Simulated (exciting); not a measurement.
# Electron–core-hole interaction in the O K spectrum of TaAgO3, part 2 of 3

Wanted: the near-edge spectrum and the bound core excitons at the O K edge of TaAgO3.

exciting sodium; X-ray absorption, core-level Bethe-Salpeter equation, exchange and statically screened direct term, Tamm-Dancoff, all-electron LAPW+lo LDA.

So far. Step 3 (A richer basis for the empty states): Against the first ground state the total energy moves by -9 meV an atom and the gap by -0.01 eV.

### 4. Screening, kernels and BSE for O atom 3

The absorber has 2 Ta at 2.00 Å (linear, site symmetry 4/mmm).

Input file input.xml:

```
<input>
  <title>TaAgO3</title>
  <structure speciespath="." autormt="false" epslat="1.0e-5">
    <crystal>
      <basevect>7.5577139697 0.0000000000 0.0000000000</basevect>
      <basevect>0.0000000000 7.5577139697 0.0000000000</basevect>
      <basevect>0.0000000000 0.0000000000 7.5577139697</basevect>
    </crystal>
    <species speciesfile="Ta.xml" rmt="2.125">
      <atom coord="0.0000000000 0.0000000000 0.0000000000"/>
    </species>
    <species speciesfile="Ag.xml" rmt="2.234">
      <atom coord="0.5000000000 0.5000000000 0.5000000000"/>
    </species>
    <species speciesfile="O.xml" rmt="1.541">
      <atom coord="0.5000000000 0.0000000000 0.0000000000"/>
      <atom coord="0.0000000000 0.5000000000 0.0000000000"/>
      <atom coord="0.0000000000 0.0000000000 0.5000000000"/>
    </species>
  </structure>
  <groundstate do="skip" xctype="LDA_PW" ngridk="4 4 4" rgkmax="7" gmaxvr="14" nempty="8" swidth="0.001" maxscl="100" epsengy="1e-5"/>
  <xs xstype="BSE" ngridk="4 4 4" ngridq="4 4 4" vkloff="0.097 0.273 0.493" rgkmax="7" nempty="33" gqmax="3" lmaxapwwf="5" lmaxemat="2" broad="0.01654" tevout="true">
    <energywindow intv="18.008 19.625" points="439"/>
    <screening screentype="full" nempty="53"/>
    <BSE xas="true" xasspecies="3" xasatom="1" xasedge="K" bsetype="singlet" nstlxas="1 29"/>
    <qpointset>
      <qpoint>0 0 0</qpoint>
    </qpointset>
    <plan>
      <doonly task="xsgeneigvec"/>
      <doonly task="writepmatxs"/>
      <doonly task="scrgeneigvec"/>
      <doonly task="scrwritepmat"/>
      <doonly task="screen"/>
      <doonly task="scrcoulint"/>
      <doonly task="exccoulint"/>
    </plan>
  </xs>
</input>
```

Input file input.xml for the last start (plan only):

```
  <plan>
    <doonly task="bse"/>
  </plan>
```

Run with:

```console
$ OMP_NUM_THREADS=1 mpirun -n 2 exciting
$ OMP_NUM_THREADS=2 exciting
```

Numbers of over 12 decimals in the logs are rounded to 6 here.

The log of the run:

```text
| EXCITING SODIUM started for task xsgeneigvec ( 301)                          =
One-shot GS runs for BSE calculations
One-shot GS runs for k+qmt/2 grids
Info(xsgeneigvec): Generating eigenvectors for Q-point      1
Info(xsgeneigvec): Generation of eigenvectors finished
| EXCITING SODIUM started for task writepmatxs ( 320)                          =
Info(writepmatxs): Momentum matrix elements finished
| EXCITING SODIUM started for task scrgeneigvec ( 401)                         =
One-shot GS runs for BSE calculations
One-shot GS runs for k+qmt/2 grids
Info(xsgeneigvec): Generating eigenvectors for Q-point      1
Using screening GS parameters.
Info(xsgeneigvec): Generation of eigenvectors finished
| EXCITING SODIUM started for task scrwritepmat ( 420)                         =
Info(writepmatxs): Momentum matrix elements finished
Info(scrwritepmat): Momentum matrix elements for screening finished
| EXCITING SODIUM started for task screen ( 430)                               =
Info(screenlauncher): Calculating screening for unshifted q-grid.
Info(screenlauncher): Number of q points:      10
Info(screenlauncher): lowest (partially)  unoccupied state:     33
Info(screenlauncher): highest (partially) occupied state  :     32
Info(screenlauncher): number of occupied states considered:   32
Info(screenlauncher): number of unoccupied states considered:   54
Info(screenlauncher): Starting loop over q-points
Info(screenlauncher): Screening for unshifted q-grid finished
Info(screenlauncher): Screening finished
| EXCITING SODIUM started for task scrcoulint ( 440)                           =
Info(scrcoulintlauncher): Setting up screened Coulomb interaction matrix W.
Info(scrcoulintlauncher): Using momentum transfer vectors from list :   1 to  1
Info(scrcoulintlauncher): Calculating screened Coulomb interaction matrix W
Info(scrcoulintlauncher): Momentum transfer list index: iqmt=  1
Info(scrcoulintlauncher): Momentum transfer: vqmtl=   0.000   0.000   0.000
Info(scrcoulintlauncher): Calculating RR block of W
Info(scrcoulint): Inspecting occupations...
Info(setranges_modxs): Number of non-reduced k-points:       64
Info(setranges_modxs): Number of states considered:       66
Info(setranges_modxs): Number of (partially) occupied states:        2
Info(setranges_modxs): Highest (partially) occupied states:       32
Info(setranges_modxs): Number of (partially) unoccupied states:       34
Info(setranges_modxs): Lowest (partially) unoccupied states:       33
Info(scrcoulint): Selecting transitions...
Info(select_transitions): Inspecting transitions in the  band interval:
  lowest occupied state:   1
  highest occupied state:   2
  lowest unoccupied state:  33
  highest unoccupied state:  61
  Opening gap with a scissor of:      0.000/H      0.000/eV
Info(select_transitions): Number of participating transitions:    3712
Info(scrcoulint): Size of file SCCLI will be about     0.104265 GB
Info(scrcoulint): Using q-grid
Info(scrcoulint): Number of reduced q-points:     10
Info(scrcoulint): Number of non-reduced q-points:     64
Info(scrcoulint): Calculating W(G1,G2,qr) fourier coefficients
Info(scrcoulint): Calculating W matrix elements
Info(scrcoulintlauncher): Screened coulomb interaction finished for iqmt=   1
| EXCITING SODIUM started for task exccoulint ( 441)                           =
Info(exccoulintlauncher): Setting up exchange interaction matrix V.
Info(exccoulintlauncher): Using momentum transfer vectors from list :   1 to  1
Info(exccoulintlauncher):Calculating exchange interaction matrix V
Info(exccoulintlauncher): Momentum transfer list index: iqmt=  1
Info(exccoulintlauncher): Momentum transfer: vqmtl=   0.000   0.000   0.000
Info(exccoulintlauncher): Calculating RR block of V
Info(exccoulint): Inspecting occupations...
Info(setranges_modxs): Number of non-reduced k-points:       64
Info(setranges_modxs): Number of states considered:       66
Info(setranges_modxs): Number of (partially) occupied states:        2
Info(setranges_modxs): Highest (partially) occupied states:       32
Info(setranges_modxs): Number of (partially) unoccupied states:       34
Info(setranges_modxs): Lowest (partially) unoccupied states:       33
Info(exccoulint): Selecting transitions...
Info(select_transitions): Inspecting transitions in the  band interval:
  lowest occupied state:   1
  highest occupied state:   2
  lowest unoccupied state:  33
  highest unoccupied state:  61
  Opening gap with a scissor of:      0.000/H      0.000/eV
Info(select_transitions): Number of participating transitions:    3712
Info(exccoulint): Size of file EXCLI will be about     0.104265 GB
Info(exccoulint): Generating plane wave matrix elements for momentum transfer iqmt=   1
  Timing (in seconds)	   :    1322.614
Info(exccoulint): Generating V matrix elements
Info(exccoulint): Zeroing Coulomb potential at G+qmt index:  1
Info(exccoulintlauncher): Exchange interaction finished for iqmt=   1
| EXCITING SODIUM started for task bse ( 445)                                  =
Info(bselauncher): Init time:    4.141976
Info(bselauncher): Setting up and diagonalizing BSE Hamiltonian.
Info(bselauncher): Using momentum transfer vectors from list :   1 to  1
Info(bselauncher): Distributing qmt-points over   1 processes.
Info(bselauncher): BSE type: singlet
Info(bselauncher): Momentum transfer list index: iqmt=  1
Info(bselauncher): Momentum transfer: vqmtl=   0.000   0.000   0.000
Info(bse): Inspecting occupations...
Info(setranges_modxs): Number of non-reduced k-points:       64
Info(setranges_modxs): Number of states considered:       66
Info(setranges_modxs): Number of (partially) occupied states:        2
Info(setranges_modxs): Highest (partially) occupied states:       32
Info(setranges_modxs): Number of (partially) unoccupied states:       34
Info(setranges_modxs): Lowest (partially) unoccupied states:       33
Info(select_transitions): Inspecting transitions in the  band interval:
  lowest occupied state:   1
  highest occupied state:   2
  lowest unoccupied state:  33
  highest unoccupied state:  61
  Opening gap with a scissor of:      0.000/H      0.000/eV
Info(select_transitions): Number of participating transitions:    3712
Info(bse): Selecting transitions...
Info(bse):bsegap (eV):   502.473965
Info(bse): Assembling BSE matrix
  RR/RA blocks of global BSE-Hamiltonian:
  Size of the Hamiltonian:    3712
  Number of k-points:      64
  Distributing matrix to   1 processes
  Local matrix shape   3712 x  3712
Info(bse): max local RAM needed for BSE matrices ~     0.205322 GB
Info(setup_bse_block): Setting up RR part of hamiltonian
Info(setup_bse_block): Singlet spin state
Info(bse): Diagonalizing RR Hamiltonian (TDA)
Info(bse): Invoking Lapack routine ZHEEVR
      3712 eigen solutions found in the interval:
         i1=       1 i2=    3712
Info(bse): Writing excition energies and oscillator strengths to text file.
Info(makespectrum_dist): Making spectrum using formula for coupling with time reversed AR basis.
Info(makespectrum_dist): Using formalism for vanishing momentum transfer.
Info(writederived): Writing quantities derived from the macroscopic dielectric function.
Info(bselauncher): Spectrum finished for iqmt=  1
Info(bselauncher): All done for BSE type singlet
```

The job ended after 67 min (2 MPI ranks of Intel Xeon at 2.50GHz (Skylake/Cascade Lake), shared host).

Wall time by task: xsgeneigvec 54 s, writepmatxs 32 s, scrgeneigvec 49 s, scrwritepmat 20 s, screen 13 min, scrcoulint 27 min, exccoulint 22 min, bse 2 min.

The O K spectrum of O atom 3 (energy from the Kohn–Sham onset, core level to the lowest empty state found on the meshes used, 502.02 eV; the ground-state mesh sets it, and the shifted mesh has its lowest transition 0.45 eV above it; Im ε scaled to the maximum of the singlet run; cut below the end of the band set):

```tsv
E (eV)	Im ε
-3.0	0.02
-2.5	0.03
-2.0	0.04
-1.5	0.05
-1.0	0.07
-0.5	0.12
0.0	0.24
0.5	0.55
1.0	0.99
1.5	0.72
2.0	0.51
2.5	0.40
3.0	0.25
3.5	0.18
4.0	0.15
4.5	0.16
5.0	0.27
5.5	0.51
6.0	0.62
6.5	0.55
7.0	0.54
7.5	0.43
8.0	0.41
8.5	0.31
9.0	0.24
9.5	0.23
10.0	0.21
10.5	0.27
11.0	0.41
11.5	0.29
12.0	0.25
12.5	0.23
13.0	0.23
13.5	0.18
14.0	0.12
14.5	0.09
15.0	0.11
15.5	0.15
16.0	0.13
16.5	0.13
17.0	0.17
17.5	0.23
18.0	0.28
18.5	0.28
19.0	0.25
19.5	0.26
20.0	0.22
20.5	0.17
21.0	0.13
21.5	0.11
22.0	0.10
22.5	0.07
23.0	0.05
23.5	0.05
```

Maxima (height): 1.0 eV (1.00), 5.9 eV (0.62), 11.0 eV (0.42), 15.6 eV (0.15), 18.4 eV (0.29) and 19.5 eV (0.26).

The Hamiltonian has 3712 rows. The lowest groups of eigenvalues and the brightest ones, on the scale above (the program counts from the shifted mesh's onset, 0.45 eV higher). Core spinors bring spin-forbidden partners, so dark means forbidden by spin or by symmetry, and the shifted mesh splits states that symmetry would keep together:

```tsv
energy (eV)	states within 10 meV	relative strength
0.057	2	0.0081
0.134	2	0.019
0.144	2	0.071
0.307	2	0.013
0.347	2	dark
0.387	2	dark
0.944	2	0.65
0.964	1	0.52
1.060	1	0.66
1.092	1	1.00
7.050	2	0.29
10.896	3	0.95
10.983	4	0.46
```

### 5. Independent particles

input.xml, as its differences from that of step 4:

```diff
@@ -24,3 +24,3 @@
     <screening screentype="full" nempty="53"/>
-    <BSE xas="true" xasspecies="3" xasatom="1" xasedge="K" bsetype="singlet" nstlxas="1 29"/>
+    <BSE xas="true" xasspecies="3" xasatom="1" xasedge="K" bsetype="IP" nstlxas="1 29"/>
     <qpointset>
@@ -29,9 +29,3 @@
     <plan>
-      <doonly task="xsgeneigvec"/>
-      <doonly task="writepmatxs"/>
-      <doonly task="scrgeneigvec"/>
-      <doonly task="scrwritepmat"/>
-      <doonly task="screen"/>
-      <doonly task="scrcoulint"/>
-      <doonly task="exccoulint"/>
+      <doonly task="bse"/>
     </plan>
```

Run with:

```console
$ OMP_NUM_THREADS=2 exciting
```

The log of the run:

```text
| EXCITING SODIUM started for task bse ( 445)                                  =
Info(bselauncher): Init time:    3.905736
Info(bselauncher): Setting up and diagonalizing BSE Hamiltonian.
Info(bselauncher): Using momentum transfer vectors from list :   1 to  1
Info(bselauncher): Distributing qmt-points over   1 processes.
Info(bselauncher): BSE type: IP
Info(bselauncher): Momentum transfer list index: iqmt=  1
Info(bselauncher): Momentum transfer: vqmtl=   0.000   0.000   0.000
Info(bse): Inspecting occupations...
Info(setranges_modxs): Number of non-reduced k-points:       64
[...]
highest unoccupied state:  61
  Opening gap with a scissor of:      0.000/H      0.000/eV
Info(select_transitions): Number of participating transitions:    3712
Info(bse): Selecting transitions...
Info(bse):bsegap (eV):   502.473965
Info(bse): IP requested, nothing much to do
Info(bse): Writing excition energies and oscillator strengths to text file.
Info(makespectrum_dist): Making spectrum using formula for coupling with time reversed AR basis.
Info(makespectrum_dist): Using formalism for vanishing momentum transfer.
Info(writederived): Writing quantities derived from the macroscopic dielectric function.
Info(bselauncher): Spectrum finished for iqmt=  1
Info(bselauncher): All done for BSE type IP
```

Run time: 6 s. Hardware: 2 threads.

Maxima (height): 3.3 eV (0.59), 8.7 eV (0.51), 12.5 eV (0.53), 19.1 eV (0.30) and 20.6 eV (0.38); 1 lower ones aren't listed. Against the singlet run the r.m.s. difference is 70 %. Moving the earlier curve by +1.7 eV leaves 32 %. The highest maximum lies at 3.3 eV (0.59), against 1.0 eV (1.00).

### 6. Exchange alone

input.xml, as its differences from that of step 5:

```diff
@@ -24,3 +24,3 @@
     <screening screentype="full" nempty="53"/>
-    <BSE xas="true" xasspecies="3" xasatom="1" xasedge="K" bsetype="IP" nstlxas="1 29"/>
+    <BSE xas="true" xasspecies="3" xasatom="1" xasedge="K" bsetype="RPA" nstlxas="1 29"/>
     <qpointset>
```

Run with:

```console
$ OMP_NUM_THREADS=2 exciting
```

The log of the run:

```text
| EXCITING SODIUM started for task bse ( 445)                                  =
Info(bselauncher): Init time:    3.910739
Info(bselauncher): Setting up and diagonalizing BSE Hamiltonian.
Info(bselauncher): Using momentum transfer vectors from list :   1 to  1
Info(bselauncher): Distributing qmt-points over   1 processes.
Info(bselauncher): BSE type: RPA
Info(bselauncher): Momentum transfer list index: iqmt=  1
Info(bselauncher): Momentum transfer: vqmtl=   0.000   0.000   0.000
Info(bse): Inspecting occupations...
Info(setranges_modxs): Number of non-reduced k-points:       64
[...]
Info(setup_bse_block): Setting up RR part of hamiltonian
Info(setup_bse_block): Using RPA approximation
Info(bse): Diagonalizing RR Hamiltonian (TDA)
Info(bse): Invoking Lapack routine ZHEEVR
      3712 eigen solutions found in the interval:
         i1=       1 i2=    3712
Info(bse): Writing excition energies and oscillator strengths to text file.
Info(makespectrum_dist): Making spectrum using formula for coupling with time reversed AR basis.
Info(makespectrum_dist): Using formalism for vanishing momentum transfer.
Info(writederived): Writing quantities derived from the macroscopic dielectric function.
Info(bselauncher): Spectrum finished for iqmt=  1
Info(bselauncher): All done for BSE type RPA
```

It took 2.5 min on 2 threads.

Maxima (height): 3.3 eV (0.58), 8.7 eV (0.50), 12.5 eV (0.53), 19.1 eV (0.31) and 20.7 eV (0.39); 1 lower ones aren't listed. The spectrum differs from the independent-particle run by 4 % r.m.s.

### 7. Direct term alone

input.xml, as its differences from that of step 6:

```diff
@@ -24,3 +24,3 @@
     <screening screentype="full" nempty="53"/>
-    <BSE xas="true" xasspecies="3" xasatom="1" xasedge="K" bsetype="RPA" nstlxas="1 29"/>
+    <BSE xas="true" xasspecies="3" xasatom="1" xasedge="K" bsetype="triplet" nstlxas="1 29"/>
     <qpointset>
```

Run with:

```console
$ OMP_NUM_THREADS=2 exciting
```

The log of the run:

```text
| EXCITING SODIUM started for task bse ( 445)                                  =
Info(bselauncher): Init time:    4.390984
Info(bselauncher): Setting up and diagonalizing BSE Hamiltonian.
Info(bselauncher): Using momentum transfer vectors from list :   1 to  1
Info(bselauncher): Distributing qmt-points over   1 processes.
Info(bselauncher): BSE type: triplet
Info(bselauncher): Momentum transfer list index: iqmt=  1
Info(bselauncher): Momentum transfer: vqmtl=   0.000   0.000   0.000
Info(bse): Inspecting occupations...
[...]
Info(setup_bse_block): Setting up RR part of hamiltonian
Info(setup_bse_block): Triplet spin state
Info(bse): Diagonalizing RR Hamiltonian (TDA)
Info(bse): Invoking Lapack routine ZHEEVR
      3712 eigen solutions found in the interval:
         i1=       1 i2=    3712
Info(bse): Writing excition energies and oscillator strengths to text file.
Info(makespectrum_dist): Making spectrum using formula for coupling with time reversed AR basis.
Info(makespectrum_dist): Using formalism for vanishing momentum transfer.
Info(writederived): Writing quantities derived from the macroscopic dielectric function.
Info(bselauncher): Spectrum finished for iqmt=  1
Info(bselauncher): All done for BSE type triplet
```

The job ended after 2.6 min (2 threads).

(Continued in part 3 of 3.)

[Banner, clock and machine lines of the logs are left out without a mark of their own.]

[Logs are printed without paths, hosts, clocks, repeated set-up lines and the standing remarks that a program may print on its own settings, such as how far it seeks lower states.]

[Hosts, paths, dates, database ids (printed as entryN), source tags and the programs' standing remarks are cut or masked in the printed files.]
